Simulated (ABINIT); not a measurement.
# SrTiO3 (Tausonite): making up for missing bands, part 2 of 2

Can a closure trick stand in for empty bands in GW on SrTiO3 (Tausonite)?

ABINIT 10.8.3; PBE and many-body steps on it, plane waves. Known limits of the many-body steps: short of the basis limit; no spin-orbit coupling; coarse k mesh.

So far. Step 3 (Screening, 4×4×4 mesh, 197 bands, screening to 190.5 eV): Local fields lower ε∞ by 6 %. On a Γ-centred mesh this coarse the value itself is usually too large, while a short band sum pulls it down. Step 4 (197 bands): The gap on the mesh goes from 1.91 eV to 3.48 eV, a correction of +1.57 eV.

### 6. 35 bands

This step: G0W0 on PBE, plane waves, norm-conserving pseudopotentials.

File run.abi:

```
acell 3*1.0 Angstrom
rprim 
  3.905280000000 0.000000000000 0.000000000000
  0.000000000000 3.905280000000 0.000000000000
  0.000000000000 0.000000000000 3.905280000000
ntypat 3
znucl 38 22 8
natom 5
typat 1 2 3 3 3
xred 
  0.500000000000 0.500000000000 0.500000000000
  0.000000000000 0.000000000000 0.000000000000
  0.500000000000 0.000000000000 0.000000000000
  0.000000000000 0.500000000000 0.000000000000
  0.000000000000 0.000000000000 0.500000000000
pp_dirpath "pseudos"
pseudos "Sr.upf, Ti.upf, O.upf"
ecut 38
ngkpt 4 4 4
nshiftk 1
shiftk 0 0 0
kptopt 1
chksymbreak 0
istwfk *1
occopt 1
irdwfk 1
optdriver 4
nband 35
gwcalctyp 0
ecutsigx 38
symsigma 1
nkptgw 2
kptgw 
  0.5000000000 0.5000000000 0.5000000000
  0.0000000000 0.0000000000 0.0000000000
bdgw 
  18 23
  18 23
ecuteps 7
irdscr 1
ppmodel 1
indata_prefix "in"
outdata_prefix "out"
tmpdata_prefix "tmp"
```

Started as:

```
OMP_NUM_THREADS=1 mpirun -n 4 abinit run.abi > log
```

Standard output:

```text
.Version 10.8.3 of ABINIT. v10.8.2 released Aug 2026.

 Symmetries : space group Pm -3 m (#221); Bravais cP (primitive cubic)
[... echo of the input left out ...]
== DATASET  1 ==================================================================
-   mpi_nproc: 4, omp_nthreads: 1 (-1 if OMP is not activated)

--- !DatasetInfo
iteration_state: {dtset: 1, }
dimensions: {natom: 5, nkpt: 10, mband: 35, nsppol: 1, nspinor: 1, nspden: 1, mpw: 4632, }
cutoff_energies: {ecut:  38.0, pawecutdg:  -1.0, }
electrons: {nelect:   4.00000000E+01, charge:   0.00000000E+00, occopt:   1.00000000E+00, tsmear:   1.00000000E-02, }

 SIGMA: Calculation of the GW corrections

 Based on a program developped by R.W. Godby, V. Olevano, G. Onida, and L. Reining.
 Incorporated in ABINIT by V. Olevano, G.-M. Rignanese, and M. Torrent.
.Using double precision arithmetic ; gwpc =  8

[... cell and pseudopotentials left out ...]
--------------------------------------------------------------------------------

 ==== K-mesh for the wavefunctions ====
 Number of points in the irreducible wedge :    10
[... list of points left out ...]
 Together with 48 symmetry operations and time-reversal symmetry
 yields    64 points in the full Brillouin Zone.

 ==== Q-mesh for screening function ====
 Number of points in the irreducible wedge :    10
[... list of points left out ...]
 Together with 48 symmetry operations and time-reversal symmetry
 yields    64 points in the full Brillouin Zone.

 vcoul_init : cutoff-mode = AUXILIARY_FUNCTION
 q-points for optical limit:   1
     1)      0.000010    0.000020    0.000030
 setmesh: FFT mesh size selected  =    45x   45x   45
          total number of points  =        91125

 Number of electrons calculated from density =   40.0000; Expected =   40.0000
[...]
number of omega for Sigma on real axis              0
 max omega for Sigma on real axis  [eV]           0.00
 zcut for avoiding poles [eV]                     0.10

 EPSILON^-1 parameters (SCR file):
 dimension of the eps^-1 matrix on file            365
 dimension of the eps^-1 matrix used               365
 number of plane-waves for wavefunctions          4457
 number of bands                                    35
 number of q-points in IBZ                          10
 number of frequencies                               2
 number of real frequencies                          1
 number of imag frequencies                          1

 matrix elements of self-energy operator (all in [eV])

 Perturbative Calculation

--- !SelfEnergy_ee
iteration_state: {dtset: 1, }
kpoint     : [   0.500,    0.500,    0.500, ]
spin       : 1
KS_gap     :    4.517
QP_gap     :    6.566
Delta_QP_KS:    2.049
data: !SigmaeeData |
     Band     E0 <VxcDFT>   SigX SigC(E0)      Z dSigC/dE  Sig(E)    E-E0       E
       18   6.925 -20.195 -25.189   5.694   0.744  -0.344 -19.674   0.521   7.446
       19   6.925 -20.195 -25.189   5.694   0.744  -0.344 -19.674   0.521   7.446
       20   6.925 -20.195 -25.189   5.694   0.744  -0.344 -19.674   0.521   7.446
[...]
--- !SelfEnergy_ee
iteration_state: {dtset: 1, }
kpoint     : [   0.000,    0.000,    0.000, ]
spin       : 1
KS_gap     :    2.263
QP_gap     :    4.105
Delta_QP_KS:    1.842
data: !SigmaeeData |
     Band     E0 <VxcDFT>   SigX SigC(E0)      Z dSigC/dE  Sig(E)    E-E0       E
[...]
22   8.833 -18.883 -11.450  -4.357   0.765  -0.306 -16.528   2.355  11.187
       23   8.833 -18.883 -11.450  -4.357   0.765  -0.306 -16.528   2.355  11.187

== END DATASET(S) ==============================================================
================================================================================

 -outvars: echo values of variables after computation  --------
           etotal      0.0000000000E+00
            nband          35
             nkpt          10
          spgroup         221
 [... the other variables as echoed above ...]

 Calculation completed.
```

Wall time 11 s (4 MPI ranks of Arm Neoverse V1, shared host); peak memory 0.97 GiB.

Read from the output:

```yaml
g0w0_gap_on_the_mesh: 3.741 eV
starting_gap_on_the_mesh: 1.908 eV
k_of_the_valence_top: 0.5, 0.5, 0.5
k_of_the_conduction_bottom: 0, 0, 0
z_at_the_valence_top: 0.744
z_at_the_conduction_bottom: 0.765
least_direct_g0w0_gap_on_the_computed_points: 4.104 eV
```

Against G0W0 in ABINIT (4×4×4 mesh, 197 bands, screening to 190.5 eV, Godby-Needs plasmon pole), the gap moves by +0.262 eV.

### 7. Screening, 4×4×4 mesh, 35 bands, screening to 190.5 eV

This step: RPA screening on PBE, plane waves, norm-conserving pseudopotentials.

Edit run.abi of step 6 so:

```diff
@@ -26,17 +26,10 @@
 irdwfk 1
-optdriver 4
+optdriver 3
 nband 35
-gwcalctyp 0
-ecutsigx 38
-symsigma 1
-nkptgw 2
-kptgw 
-  0.5000000000 0.5000000000 0.5000000000
-  0.0000000000 0.0000000000 0.0000000000
-bdgw 
-  18 23
-  18 23
 ecuteps 7
-irdscr 1
-ppmodel 1
+inclvkb 2
+awtr 1
+symchi 1
+gwcomp 1
+gwencomp 1.5
 indata_prefix "in"
```

Standard output:

```text
.Version 10.8.3 of ABINIT. v10.8.2 released Aug 2026.

 Symmetries : space group Pm -3 m (#221); Bravais cP (primitive cubic)
[... echo of the input left out ...]
== DATASET  1 ==================================================================
-   mpi_nproc: 4, omp_nthreads: 1 (-1 if OMP is not activated)

--- !DatasetInfo
iteration_state: {dtset: 1, }
dimensions: {natom: 5, nkpt: 10, mband: 35, nsppol: 1, nspinor: 1, nspden: 1, mpw: 4632, }
cutoff_energies: {ecut:  38.0, pawecutdg:  -1.0, }
[...]
--------------------------------------------------------------------------------
[... chi0 elements left out ...]
 For q-point:  0.000010 0.000020 0.000030
  dielectric constant =   6.1864
  dielectric constant without local fields =   6.4299

  Average fulfillment of the sum rule on Im[epsilon] for q-point    1 :     94.99  [%]
[... wings left out ...]
  q-point number  2        q = ( 0.250000, 0.000000, 0.000000) [r.l.u.]
--------------------------------------------------------------------------------
[... chi0 elements left out ...]
  Average fulfillment of the sum rule on Im[epsilon] for q-point    2 :    110.28  [%]

 [... 8 further q-points ...]
```

Run time: 3.1 min. Hardware: 4 MPI ranks; peak memory 0.97 GiB.

Read from the output:

```
ε∞ with local fields, on this mesh    : 6.186
ε∞ without local fields, on this mesh : 6.430
plasma frequency                      : 30.43 eV
plane waves in the screening matrix   : 365
```

### 8. 35 bands, completed

This step: G0W0 on PBE, plane waves, norm-conserving pseudopotentials.

Edit run.abi of step 7 so:

```diff
@@ -26,8 +26,17 @@
 irdwfk 1
-optdriver 3
+optdriver 4
 nband 35
+gwcalctyp 0
+ecutsigx 38
+symsigma 1
+nkptgw 2
+kptgw 
+  0.5000000000 0.5000000000 0.5000000000
+  0.0000000000 0.0000000000 0.0000000000
+bdgw 
+  18 23
+  18 23
 ecuteps 7
-inclvkb 2
-awtr 1
-symchi 1
+irdscr 1
+ppmodel 1
 gwcomp 1
```

Standard output:

```text
.Version 10.8.3 of ABINIT. v10.8.2 released Aug 2026.

 Symmetries : space group Pm -3 m (#221); Bravais cP (primitive cubic)
[... echo of the input left out ...]
== DATASET  1 ==================================================================
-   mpi_nproc: 4, omp_nthreads: 1 (-1 if OMP is not activated)

--- !DatasetInfo
iteration_state: {dtset: 1, }
dimensions: {natom: 5, nkpt: 10, mband: 35, nsppol: 1, nspinor: 1, nspden: 1, mpw: 4632, }
cutoff_energies: {ecut:  38.0, pawecutdg:  -1.0, }
[...]
Band     E0 <VxcDFT>   SigX SigC(E0)      Z dSigC/dE  Sig(E)    E-E0       E
[...]
22   8.833 -18.883 -11.450  -6.549   0.785  -0.274 -18.189   0.694   9.526
       23   8.833 -18.883 -11.450  -6.549   0.785  -0.274 -18.189   0.694   9.526

== END DATASET(S) ==============================================================
================================================================================

 -outvars: echo values of variables after computation  --------
           etotal      0.0000000000E+00
            nband          35
             nkpt          10
          spgroup         221
 [... the other variables as echoed above ...]

 Calculation completed.
```

Wall time 13 s (4 MPI ranks); peak memory 0.97 GiB; 50 s of CPU time.

This step gave:

- G0W0 gap on the mesh: 3.440 eV
- starting gap on the mesh: 1.908 eV
- k of the valence top: 0.5, 0.5, 0.5
- k of the conduction bottom: 0, 0, 0
- least direct G0W0 gap on the computed points: 3.819 eV

Against G0W0 in ABINIT (4×4×4 mesh, 197 bands, screening to 190.5 eV, Godby-Needs plasmon pole), the gap moves by −0.039 eV.

### 9. Screening, 4×4×4 mesh, 82 bands, screening to 190.5 eV

This step: RPA screening on PBE, plane waves, norm-conserving pseudopotentials.

Edit run.abi of step 8 so:

```diff
@@ -26,19 +26,8 @@
 irdwfk 1
-optdriver 4
-nband 35
-gwcalctyp 0
-ecutsigx 38
-symsigma 1
-nkptgw 2
-kptgw 
-  0.5000000000 0.5000000000 0.5000000000
-  0.0000000000 0.0000000000 0.0000000000
-bdgw 
-  18 23
-  18 23
+optdriver 3
+nband 82
 ecuteps 7
-irdscr 1
-ppmodel 1
-gwcomp 1
-gwencomp 1.5
+inclvkb 2
+awtr 1
+symchi 1
 indata_prefix "in"
```

Standard output:

```text
.Version 10.8.3 of ABINIT. v10.8.2 released Aug 2026.

 Symmetries : space group Pm -3 m (#221); Bravais cP (primitive cubic)
[... echo of the input left out ...]
== DATASET  1 ==================================================================
-   mpi_nproc: 4, omp_nthreads: 1 (-1 if OMP is not activated)

--- !DatasetInfo
iteration_state: {dtset: 1, }
dimensions: {natom: 5, nkpt: 10, mband: 82, nsppol: 1, nspinor: 1, nspden: 1, mpw: 4632, }
cutoff_energies: {ecut:  38.0, pawecutdg:  -1.0, }
[...]
--------------------------------------------------------------------------------
[... chi0 elements left out ...]
 For q-point:  0.000010 0.000020 0.000030
  dielectric constant =   6.3747
  dielectric constant without local fields =   6.7565

  Average fulfillment of the sum rule on Im[epsilon] for q-point    1 :     50.87  [%]
[... wings left out ...]
  q-point number  2        q = ( 0.250000, 0.000000, 0.000000) [r.l.u.]
--------------------------------------------------------------------------------
[... chi0 elements left out ...]
  Average fulfillment of the sum rule on Im[epsilon] for q-point    2 :     66.71  [%]

 [... 8 further q-points ...]
```

Run time: 73 s. Hardware: 4 MPI ranks; peak memory 1.1 GiB; 4.8 min of CPU time.

This step gave:

* ε∞ with local fields, on this mesh: 6.375
* ε∞ without local fields, on this mesh: 6.756
* plasma frequency: 30.43 eV
* plane waves in the screening matrix: 365

### 10. 82 bands

This step: G0W0 on PBE, plane waves, norm-conserving pseudopotentials.

Edit run.abi of step 9 so:

```diff
@@ -26,8 +26,17 @@
 irdwfk 1
-optdriver 3
+optdriver 4
 nband 82
+gwcalctyp 0
+ecutsigx 38
+symsigma 1
+nkptgw 2
+kptgw 
+  0.5000000000 0.5000000000 0.5000000000
+  0.0000000000 0.0000000000 0.0000000000
+bdgw 
+  18 23
+  18 23
 ecuteps 7
-inclvkb 2
-awtr 1
-symchi 1
+irdscr 1
+ppmodel 1
 indata_prefix "in"
```

Standard output:

```text
.Version 10.8.3 of ABINIT. v10.8.2 released Aug 2026.

 Symmetries : space group Pm -3 m (#221); Bravais cP (primitive cubic)
[... echo of the input left out ...]
== DATASET  1 ==================================================================
-   mpi_nproc: 4, omp_nthreads: 1 (-1 if OMP is not activated)

--- !DatasetInfo
iteration_state: {dtset: 1, }
dimensions: {natom: 5, nkpt: 10, mband: 82, nsppol: 1, nspinor: 1, nspden: 1, mpw: 4632, }
cutoff_energies: {ecut:  38.0, pawecutdg:  -1.0, }
[...]
Band     E0 <VxcDFT>   SigX SigC(E0)      Z dSigC/dE  Sig(E)    E-E0       E
[...]
22   8.833 -18.883 -11.450  -5.095   0.781  -0.281 -17.058   1.825  10.658
       23   8.833 -18.883 -11.450  -5.095   0.781  -0.281 -17.058   1.825  10.658

== END DATASET(S) ==============================================================
================================================================================

 -outvars: echo values of variables after computation  --------
           etotal      0.0000000000E+00
            nband          82
             nkpt          10
          spgroup         221
 [... the other variables as echoed above ...]

 Calculation completed.
```

It took 20 s on 4 MPI ranks; peak memory 1.1 GiB.

Numbers from this step:

```yaml
g0w0_gap_on_the_mesh: 3.551 eV
starting_gap_on_the_mesh: 1.908 eV
k_of_the_valence_top: 0.5, 0.5, 0.5
k_of_the_conduction_bottom: 0, 0, 0
least_direct_g0w0_gap_on_the_computed_points: 3.933 eV
```

Against G0W0 in ABINIT (4×4×4 mesh, 197 bands, screening to 190.5 eV, Godby-Needs plasmon pole), the gap moves by +0.072 eV.

### 11. Screening, 4×4×4 mesh, 82 bands, screening to 190.5 eV

This step: RPA screening on PBE, plane waves, norm-conserving pseudopotentials.

Edit run.abi of step 10 so:

```diff
@@ -26,17 +26,10 @@
 irdwfk 1
-optdriver 4
+optdriver 3
 nband 82
-gwcalctyp 0
-ecutsigx 38
-symsigma 1
-nkptgw 2
-kptgw 
-  0.5000000000 0.5000000000 0.5000000000
-  0.0000000000 0.0000000000 0.0000000000
-bdgw 
-  18 23
-  18 23
 ecuteps 7
-irdscr 1
-ppmodel 1
+inclvkb 2
+awtr 1
+symchi 1
+gwcomp 1
+gwencomp 3
 indata_prefix "in"
```

Standard output:

```text
.Version 10.8.3 of ABINIT. v10.8.2 released Aug 2026.

 Symmetries : space group Pm -3 m (#221); Bravais cP (primitive cubic)
[... echo of the input left out ...]
== DATASET  1 ==================================================================
-   mpi_nproc: 4, omp_nthreads: 1 (-1 if OMP is not activated)

--- !DatasetInfo
iteration_state: {dtset: 1, }
dimensions: {natom: 5, nkpt: 10, mband: 82, nsppol: 1, nspinor: 1, nspden: 1, mpw: 4632, }
cutoff_energies: {ecut:  38.0, pawecutdg:  -1.0, }
[...]
--------------------------------------------------------------------------------
[... chi0 elements left out ...]
 For q-point:  0.000010 0.000020 0.000030
  dielectric constant =   6.3860
  dielectric constant without local fields =   6.7565

  Average fulfillment of the sum rule on Im[epsilon] for q-point    1 :    112.43  [%]
[... wings left out ...]
  q-point number  2        q = ( 0.250000, 0.000000, 0.000000) [r.l.u.]
--------------------------------------------------------------------------------
[... chi0 elements left out ...]
  Average fulfillment of the sum rule on Im[epsilon] for q-point    2 :    108.08  [%]

 [... 8 further q-points ...]
```

Wall time 2.3 min (4 MPI ranks); peak memory 1.2 GiB.

Read from the output:

| Quantity | Value |
| --- | --- |
| ε∞ with local fields, on this mesh | 6.386 |
| ε∞ without local fields, on this mesh | 6.756 |
| plasma frequency | 30.43 eV |
| plane waves in the screening matrix | 365 |

### 12. 82 bands, completed

This step: G0W0 on PBE, plane waves, norm-conserving pseudopotentials.

Edit run.abi of step 11 so:

```diff
@@ -26,8 +26,17 @@
 irdwfk 1
-optdriver 3
+optdriver 4
 nband 82
+gwcalctyp 0
+ecutsigx 38
+symsigma 1
+nkptgw 2
+kptgw 
+  0.5000000000 0.5000000000 0.5000000000
+  0.0000000000 0.0000000000 0.0000000000
+bdgw 
+  18 23
+  18 23
 ecuteps 7
-inclvkb 2
-awtr 1
-symchi 1
+irdscr 1
+ppmodel 1
 gwcomp 1
```

Standard output:

```text
.Version 10.8.3 of ABINIT. v10.8.2 released Aug 2026.

 Symmetries : space group Pm -3 m (#221); Bravais cP (primitive cubic)
[... echo of the input left out ...]
== DATASET  1 ==================================================================
-   mpi_nproc: 4, omp_nthreads: 1 (-1 if OMP is not activated)

--- !DatasetInfo
iteration_state: {dtset: 1, }
dimensions: {natom: 5, nkpt: 10, mband: 82, nsppol: 1, nspinor: 1, nspden: 1, mpw: 4632, }
cutoff_energies: {ecut:  38.0, pawecutdg:  -1.0, }
[...]
Band     E0 <VxcDFT>   SigX SigC(E0)      Z dSigC/dE  Sig(E)    E-E0       E
[...]
22   8.833 -18.883 -11.450  -6.001   0.783  -0.277 -17.762   1.121   9.954
       23   8.833 -18.883 -11.450  -6.001   0.783  -0.277 -17.762   1.121   9.954

== END DATASET(S) ==============================================================
================================================================================

 -outvars: echo values of variables after computation  --------
           etotal      0.0000000000E+00
            nband          82
             nkpt          10
          spgroup         221
 [... the other variables as echoed above ...]

 Calculation completed.
```

Run time: 23 s. Hardware: 4 MPI ranks; peak memory 1.1 GiB; 91 s of CPU time.

Read from the output:

```yaml
g0w0_gap_on_the_mesh: 3.380 eV
starting_gap_on_the_mesh: 1.908 eV
k_of_the_valence_top: 0.5, 0.5, 0.5
k_of_the_conduction_bottom: 0, 0, 0
least_direct_g0w0_gap_on_the_computed_points: 3.766 eV
```

Against G0W0 in ABINIT (4×4×4 mesh, 197 bands, screening to 190.5 eV, Godby-Needs plasmon pole), the gap moves by −0.099 eV.

### 13. Side by side

Times are wall times on 4 MPI ranks of Arm Neoverse V1, shared host, good to a factor of about two. A run's time includes the screening step that it read.

```
                run   mesh  bands  screening cutoff (eV)  DFT gap (eV)  gap on the mesh (eV)  direct (eV)  ε∞ used     time
          197 bands  4×4×4    197                  190.5         1.908                 3.479        3.852     6.39  3.9 min
           35 bands  4×4×4     35                  190.5         1.908                 3.741        4.104     6.14     32 s
35 bands, completed  4×4×4     35                  190.5         1.908                 3.440        3.819     6.19  3.3 min
           82 bands  4×4×4     82                  190.5         1.908                 3.551        3.933     6.37     93 s
82 bands, completed  4×4×4     82                  190.5         1.908                 3.380        3.766     6.39  2.6 min
```

### 14. Results

```
197 bands           : 3.479 eV
35 bands            : 3.741 eV
35 bands, completed : 3.440 eV
82 bands            : 3.551 eV
82 bands, completed : 3.380 eV
```

**Reading.** 35 bands: +0.262 eV against 197 bands. 35 bands, completed: −0.039 eV against 197 bands. 82 bands: +0.072 eV against 197 bands. 82 bands, completed: −0.099 eV against 197 bands. The row with most bands is itself short of the limit, so it is no exact reference, and agreement of a truncated run with it can be a cancellation between the edges. The 4×4×4 mesh is coarse for this cell, which bears on the long-range parts of exchange and screening. This is the ideal cubic cell; many perovskites, halides above all, are cubic only on average, and local tilts or off-centring can widen the gap. The many-body steps are scalar-relativistic: spin-orbit coupling is not in them.

[Long decimals in the printed logs are rounded to 6 places.]

[Logs are printed without paths, hosts, clocks, repeated set-up lines and the standing remarks that a program may print on its own settings, such as how far it seeks lower states.]

[Paths, hosts, dates, memory and timing lines, banners, echoed tables and standing remarks are left out of the program output; an Ansatz launch command may be rebuilt from the run's recorded settings. Measured values are a selection of at most five: reports struck by readers or far from the other reports are left out. None is set beside runs whose start may be inverted or whose files or cutoffs have a known fault.]

[Runs of the session that timed out or met a known fault of the program may be left out.]

[Hosts, paths, dates, database ids (printed as entryN), source tags and the programs' standing remarks are cut or masked in the printed files.]

[G0W0 gaps are taken among the corrected bands and points alone; a level outside them can change the order at an edge.]

[Where Ansatz stands beside ABINIT at settings called matched, ABINIT's density can come from a denser mesh and the files from another edition; pairs whose starting gaps differed by over 0.03 eV were left out, so agreement reads better than it is.]
